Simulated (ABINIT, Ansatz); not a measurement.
**Cl (Cmce): G0W0 with ABINIT, start to end**

Aim: the G0W0 gap of Cl (Cmce) on PBE, step by step.

Calculated with ABINIT 10.8.3; PBE and many-body steps on it, plane waves.

This is a report of a sequence of runs, with most program output left out.

**1. Starting point**

The structure is orthorhombic, space group Cmce (No. 64). Conventional cell: a = 6.290 Å, b = 4.500 Å, c = 8.210 Å, α = 90.00°, β = 90.00°, γ = 90.00°. Cl has 1 Cl at 2.02 Å nearest.

The cell and positions come from the Crystallography Open Database and are kept as given unless a step says otherwise.

**2. Ground state**

This step: ABINIT 10.8.3; DFT, PBE, plane waves, norm-conserving pseudopotentials.

The ground-state density comes first.

The input, run.abi:

```
acell 3*1.0 Angstrom
rprim 
  3.145000000000 -2.250000000000 0.000000000000
  3.145000000000 2.250000000000 0.000000000000
  0.000000000000 0.000000000000 8.210000000000
ntypat 1
znucl 17
natom 4
typat 1 1 1 1
xred 
  0.870000000000 0.130000000000 0.100000000000
  0.630000000000 0.370000000000 0.600000000000
  0.130000000000 0.870000000000 0.900000000000
  0.370000000000 0.630000000000 0.400000000000
pp_dirpath "pseudos"
pseudos "Cl.upf"
ecut 25
ngkpt 6 6 4
nshiftk 1
shiftk 0 0 0
kptopt 1
chksymbreak 0
nband 20
occopt 1
tolvrs 1e-10
nstep 60
prtwf 0
optforces 0
optstress 0
indata_prefix "in"
outdata_prefix "out"
tmpdata_prefix "tmp"
```

The run is started by

```bash
OMP_NUM_THREADS=1 mpirun -n 4 abinit run.abi > log
```

Run time: 31 s. Hardware: 4 MPI ranks of Arm Neoverse V1, shared host; peak memory 0.36 GiB.

Numbers from this step:

```
total energy               : -1784.7847 eV
gap                        : 2.469 eV
k of the valence top       : 0.5, 0.5, 0
k of the conduction bottom : 0, 0, 0
least direct gap           : 2.525 eV
```

The gap is indirect, with the least direct gap 0.06 eV higher.

**3. Bands along the symmetry lines**

The cheap functional maps the bands first; the places of the edges decide which points the dearer methods must see.

The input, run.abi:

```
acell 3*1.0 Angstrom
rprim 
  3.145000000000 -2.250000000000 0.000000000000
  3.145000000000 2.250000000000 0.000000000000
  0.000000000000 0.000000000000 8.210000000000
ntypat 1
znucl 17
natom 4
typat 1 1 1 1
xred 
  0.870000000000 0.130000000000 0.100000000000
  0.630000000000 0.370000000000 0.600000000000
  0.130000000000 0.870000000000 0.900000000000
  0.370000000000 0.630000000000 0.400000000000
pp_dirpath "pseudos"
pseudos "Cl.upf"
ecut 25
iscf -2
irdden 1
kptopt 0
nkpt 92
kpt 
  0.00000000 0.00000000 0.00000000
  0.06250000 0.06250000 0.00000000
  0.12500000 0.12500000 0.00000000
  0.18750000 0.18750000 0.00000000
  0.25000000 0.25000000 0.00000000
  0.31250000 0.31250000 0.00000000
  0.37500000 0.37500000 0.00000000
  0.43750000 0.43750000 0.00000000
  0.50000000 0.50000000 0.00000000
  0.48474461 0.51525539 0.00000000
  0.46948923 0.53051077 0.00000000
  0.45423384 0.54576616 0.00000000
  0.43897845 0.56102155 0.00000000
  0.42372307 0.57627693 0.00000000
  0.40846768 0.59153232 0.00000000
  0.39321230 0.60678770 0.00000000
  0.37795691 0.62204309 0.00000000
  -0.37795691 0.37795691 0.00000000
  -0.33071230 0.33071230 0.00000000
  -0.28346768 0.28346768 0.00000000
  -0.23622307 0.23622307 0.00000000
  -0.18897845 0.18897845 0.00000000
  -0.14173384 0.14173384 0.00000000
  -0.09448923 0.09448923 0.00000000
  -0.04724461 0.04724461 0.00000000
  0.00000000 0.00000000 0.00000000
  0.00000000 0.00000000 0.06250000
  0.00000000 0.00000000 0.12500000
  0.00000000 0.00000000 0.18750000
  0.00000000 0.00000000 0.25000000
  0.00000000 0.00000000 0.31250000
  0.00000000 0.00000000 0.37500000
  0.00000000 0.00000000 0.43750000
  0.00000000 0.00000000 0.50000000
  -0.04724461 0.04724461 0.50000000
  -0.09448923 0.09448923 0.50000000
  -0.14173384 0.14173384 0.50000000
  -0.18897845 0.18897845 0.50000000
  -0.23622307 0.23622307 0.50000000
  -0.28346768 0.28346768 0.50000000
  -0.33071230 0.33071230 0.50000000
  -0.37795691 0.37795691 0.50000000
  0.37795691 0.62204309 0.50000000
  0.39321230 0.60678770 0.50000000
  0.40846768 0.59153232 0.50000000
  0.42372307 0.57627693 0.50000000
  0.43897845 0.56102155 0.50000000
  0.45423384 0.54576616 0.50000000
  0.46948923 0.53051077 0.50000000
  0.48474461 0.51525539 0.50000000
  0.50000000 0.50000000 0.50000000
  0.50000000 0.50000000 0.43750000
  0.50000000 0.50000000 0.37500000
  0.50000000 0.50000000 0.31250000
  0.50000000 0.50000000 0.25000000
  0.50000000 0.50000000 0.18750000
  0.50000000 0.50000000 0.12500000
  0.50000000 0.50000000 0.06250000
  0.50000000 0.50000000 0.00000000
  0.00000000 0.00000000 0.00000000
  0.00000000 0.06250000 0.00000000
  0.00000000 0.12500000 0.00000000
  0.00000000 0.18750000 0.00000000
  0.00000000 0.25000000 0.00000000
  0.00000000 0.31250000 0.00000000
  0.00000000 0.37500000 0.00000000
  0.00000000 0.43750000 0.00000000
  0.00000000 0.50000000 0.00000000
  0.00000000 0.50000000 0.06250000
  0.00000000 0.50000000 0.12500000
  0.00000000 0.50000000 0.18750000
  0.00000000 0.50000000 0.25000000
  0.00000000 0.50000000 0.31250000
  0.00000000 0.50000000 0.37500000
  0.00000000 0.50000000 0.43750000
  0.00000000 0.50000000 0.50000000
  0.00000000 0.43750000 0.50000000
  0.00000000 0.37500000 0.50000000
  0.00000000 0.31250000 0.50000000
  0.00000000 0.25000000 0.50000000
  0.00000000 0.18750000 0.50000000
  0.00000000 0.12500000 0.50000000
  0.00000000 0.06250000 0.50000000
  0.00000000 0.00000000 0.50000000
  0.06250000 0.06250000 0.50000000
  0.12500000 0.12500000 0.50000000
  0.18750000 0.18750000 0.50000000
  0.25000000 0.25000000 0.50000000
  0.31250000 0.31250000 0.50000000
  0.37500000 0.37500000 0.50000000
  0.43750000 0.43750000 0.50000000
  0.50000000 0.50000000 0.50000000
istwfk *1
nband 21
nbdbuf 2
tolwfr 1e-08
nstep 40
prtwf 0
prtvol 0
indata_prefix "in"
outdata_prefix "out"
tmpdata_prefix "tmp"
```

The job ended after 36 s (4 MPI ranks; peak memory 0.39 GiB; 2.4 min of CPU time).

This step gave:

```yaml
gap: 2.457 eV
k_of_the_valence_top: 0.5, 0.5, 0
k_of_the_conduction_bottom: -0.0945, 0.0945, 0
least_direct_gap: 2.515 eV
```

The gap is 2.457 eV, −0.012 eV from the run before at this level.

Electronic bands along the path, in eV, zero at the top of the highest filled band:

```tsv
point	band 11	band 12	band 13	band 14	band 15	band 16	band 17	band 18
Γ	-0.70	-0.40	-0.15	-0.06	2.47	3.03	6.92	7.52
halfway	-0.71	-0.45	-0.37	-0.07	2.55	2.88	8.41	8.55
Y	-0.96	-0.89	-0.36	0.00	2.55	2.74	8.58	8.67
halfway	-0.93	-0.81	-0.31	0.00	2.55	2.75	8.37	8.91
F0	-0.84	-0.66	-0.21	-0.01	2.60	2.78	8.52	9.16
jump to Δ0	-0.84	-0.66	-0.21	-0.01	2.60	2.78	8.52	9.16
halfway	-0.40	-0.30	-0.24	-0.05	2.64	2.98	8.22	8.70
Γ	-0.70	-0.40	-0.15	-0.06	2.47	3.03	6.92	7.52
halfway	-0.70	-0.49	-0.13	-0.07	2.51	2.91	7.11	7.57
Z	-0.64	-0.64	-0.10	-0.10	2.67	2.67	7.46	7.46
halfway	-0.22	-0.22	-0.14	-0.14	2.77	2.77	8.31	8.31
B0	-0.41	-0.41	-0.40	-0.40	2.68	2.68	9.21	9.21
jump to G0	-0.41	-0.41	-0.40	-0.40	2.68	2.68	9.21	9.21
halfway	-0.61	-0.61	-0.44	-0.44	2.61	2.61	8.99	8.99
T	-0.70	-0.70	-0.46	-0.46	2.58	2.58	8.93	8.93
halfway	-0.85	-0.80	-0.47	-0.13	2.54	2.68	8.67	8.79
Y	-0.96	-0.89	-0.36	0.00	2.55	2.74	8.58	8.67
jump to Γ	-0.70	-0.40	-0.15	-0.06	2.47	3.03	6.92	7.52
halfway	-0.42	-0.30	-0.25	-0.15	2.54	2.97	7.90	8.17
S	-0.51	-0.51	-0.15	-0.15	2.85	2.85	8.30	8.30
halfway	-0.46	-0.46	-0.09	-0.09	2.80	2.80	8.40	8.40
R	-0.43	-0.43	0.00	0.00	2.75	2.75	8.52	8.52
halfway	-0.39	-0.39	-0.16	-0.16	2.75	2.75	8.05	8.05
Z	-0.64	-0.64	-0.10	-0.10	2.67	2.67	7.46	7.46
halfway	-0.71	-0.71	-0.18	-0.18	2.66	2.66	8.76	8.76
T	-0.70	-0.70	-0.46	-0.46	2.58	2.58	8.93	8.93
```

**4. Empty states on the mesh, 4×4×2 mesh, 768 bands**

The sums over transitions need many empty states on a uniform mesh; this step solves for them.

The input, run.abi:

```
acell 3*1.0 Angstrom
rprim 
  3.145000000000 -2.250000000000 0.000000000000
  3.145000000000 2.250000000000 0.000000000000
  0.000000000000 0.000000000000 8.210000000000
ntypat 1
znucl 17
natom 4
typat 1 1 1 1
xred 
  0.870000000000 0.130000000000 0.100000000000
  0.630000000000 0.370000000000 0.600000000000
  0.130000000000 0.870000000000 0.900000000000
  0.370000000000 0.630000000000 0.400000000000
pp_dirpath "pseudos"
pseudos "Cl.upf"
ecut 25
ngkpt 4 4 2
nshiftk 1
shiftk 0 0 0
kptopt 1
chksymbreak 0
irdden 1
istwfk *1
nband 768
prtvol 0
optdriver 6
gwr_task "HDIAGO"
paral_kgb 0
occopt 1
indata_prefix "in"
outdata_prefix "out"
tmpdata_prefix "tmp"
```

Wall time 4.9 min (4 MPI ranks); peak memory 5.1 GiB; 20 min of CPU time.

This step gave:

- gap: 2.469 eV
- k of the valence top: 0.5, 0.5, 0
- k of the conduction bottom: 0, 0, 0
- least direct gap: 2.525 eV
- k points computed: 14
- lowest point of the top converged band, above the valence top: 193.1638 eV

On this mesh the gap is 2.469 eV.

**5. Screening, 4×4×2 mesh, 318 bands, screening to 176.9 eV**

The RPA dielectric matrix is built and inverted for each q.

This step: RPA screening on PBE, plane waves, norm-conserving pseudopotentials.

run.abi, as its differences from that of step 4:

```diff
@@ -22,10 +22,11 @@
 chksymbreak 0
-irdden 1
 istwfk *1
-nband 768
-prtvol 0
-optdriver 6
-gwr_task "HDIAGO"
-paral_kgb 0
 occopt 1
+irdwfk 1
+optdriver 3
+nband 318
+ecuteps 6.5
+inclvkb 2
+awtr 1
+symchi 1
 indata_prefix "in"
```

Run time: 11 min. Hardware: 4 MPI ranks; peak memory 4.9 GiB.

Numbers from this step:

| Property | Result |
| --- | --- |
| ε∞ with local fields, on this mesh, along the program's q direction | 2.811 |
| the same without local fields | 3.462 |
| plasma frequency | 18.23 eV |
| plane waves in the screening matrix | 611 |

Local fields lower ε∞ by 19 %. On a Γ-centred mesh this coarse the value itself is usually too large, while a short band sum pulls it down.

**6. Self-energy, 4×4×2 mesh, 318 bands, screening to 176.9 eV**

The self-energy is evaluated for the states that the input lists, and the levels follow from it, in one-shot runs by the linearised quasiparticle equation.

This step: G0W0 on PBE, plane waves, norm-conserving pseudopotentials.

run.abi, as its differences from that of step 5:

```diff
@@ -25,8 +25,17 @@
 irdwfk 1
-optdriver 3
+optdriver 4
 nband 318
+gwcalctyp 0
+ecutsigx 25
+symsigma 1
+nkptgw 2
+kptgw 
+  0.5000000000 0.5000000000 0.0000000000
+  0.0000000000 0.0000000000 0.0000000000
+bdgw 
+  13 16
+  13 16
 ecuteps 6.5
-inclvkb 2
-awtr 1
-symchi 1
+irdscr 1
+ppmodel 1
 indata_prefix "in"
```

Run time: 2.7 min. Hardware: 4 MPI ranks; peak memory 5.5 GiB.

This step gave:

```yaml
g0w0_gap_on_the_points_computed: 5.621 eV
starting_gap_on_the_mesh: 2.469 eV
k_of_the_valence_top: 0.5, 0.5, 0
k_of_the_conduction_bottom: 0, 0, 0
z_at_the_valence_top: 0.789
z_at_the_conduction_bottom: 0.791
least_direct_g0w0_gap_on_the_computed_points: 5.672 eV
```

The gap on the mesh goes from 2.47 eV to 5.62 eV, a correction of +3.15 eV.

Limits: finite bands, cutoff and mesh; coarse k mesh. v1 is the top filled band, c1 the lowest empty one. The levels before and after the correction (eV, zero at the valence-band top of each column):

```tsv
	conduction bottom	valence top
Kohn-Sham	2.47	0.00
G0W0	5.62	0.00
```

```tsv
	level	energy (eV)
Kohn-Sham	(0.5 0.5 0) v2	-0.362
Kohn-Sham	(0.5 0.5 0) v1	0.000
Kohn-Sham	(0.5 0.5 0) c1	2.546
Kohn-Sham	(0.5 0.5 0) c2	2.736
Kohn-Sham	Γ v2	-0.146
Kohn-Sham	Γ v1	-0.056
Kohn-Sham	Γ c1	2.469
Kohn-Sham	Γ c2	3.031
G0W0	(0.5 0.5 0) v2	-0.301
G0W0	(0.5 0.5 0) v1	0.000
G0W0	(0.5 0.5 0) c1	5.755
G0W0	(0.5 0.5 0) c2	5.982
G0W0	Γ v2	-0.167
G0W0	Γ v1	-0.051
G0W0	Γ c1	5.621
G0W0	Γ c2	6.332
```

**7. Where the time went**

Times are wall times on 4 MPI ranks of Arm Neoverse V1, shared host, good to a factor of about two.

```tsv
step	time	share	memory (GiB)
ground state	31 s	3 %	0.36
bands along the symmetry lines	36 s	3 %	0.39
empty states on the mesh	4.9 min	26 %	5.1
screening	11 min	55 %	4.9
self-energy	2.7 min	14 %	5.5
```

**8. What came out**

* PBE gap: 2.46 eV, indirect
* G0W0 gap on the mesh: 5.62 eV
* GW settings: 4×4×2 mesh, 318 bands, screening to 176.9 eV, Godby-Needs plasmon pole
* known limits: not at the basis limit; coarse k mesh

**Reading.** G0W0 moves the gap on the mesh from 2.47 eV to 5.62 eV (+3.15 eV), with Z of 0.79 and 0.79 at the edges. Local fields lower the RPA ε∞ on this mesh from 3.46 to 2.81; a Γ-centred mesh this coarse tends to raise both, most where the direct gap is narrow, while a short band sum lowers them. Only 2 of the mesh's irreducible points were corrected, so a valley elsewhere could overtake. The dearest step here is «screening». Bands and cutoff are finite, so the gap is not at the basis limit. The miss can reach some tenths of an eV and take either sign; the mesh is an error of its own. In the G0W0 run levels were corrected at 2 k points alone, so a gap called «on the mesh» is the least over those, and an edge elsewhere would be missed. The 4×4×2 mesh is coarse for this cell, which bears on the long-range parts of exchange and screening.

[Paths, hosts, dates, memory and timing lines, banners, echoed tables and standing remarks are left out of the program output.]

[Logs are printed without paths, hosts, clocks, repeated set-up lines and the standing remarks that a program may print on its own settings, such as how far it seeks lower states.]

[Runs of the session that timed out or met a known fault of the program may be left out.]

[Hosts, paths, dates, database ids (printed as entryN), source tags and the programs' standing remarks are cut or masked in the printed files.]

[G0W0 gaps are taken among the corrected bands and points alone; a level outside them can change the order at an edge.]

[Where Ansatz stands beside ABINIT at settings called matched, ABINIT's density can come from a denser mesh and the files from another edition; pairs whose starting gaps differed by over 0.03 eV were left out, so agreement reads better than it is.]
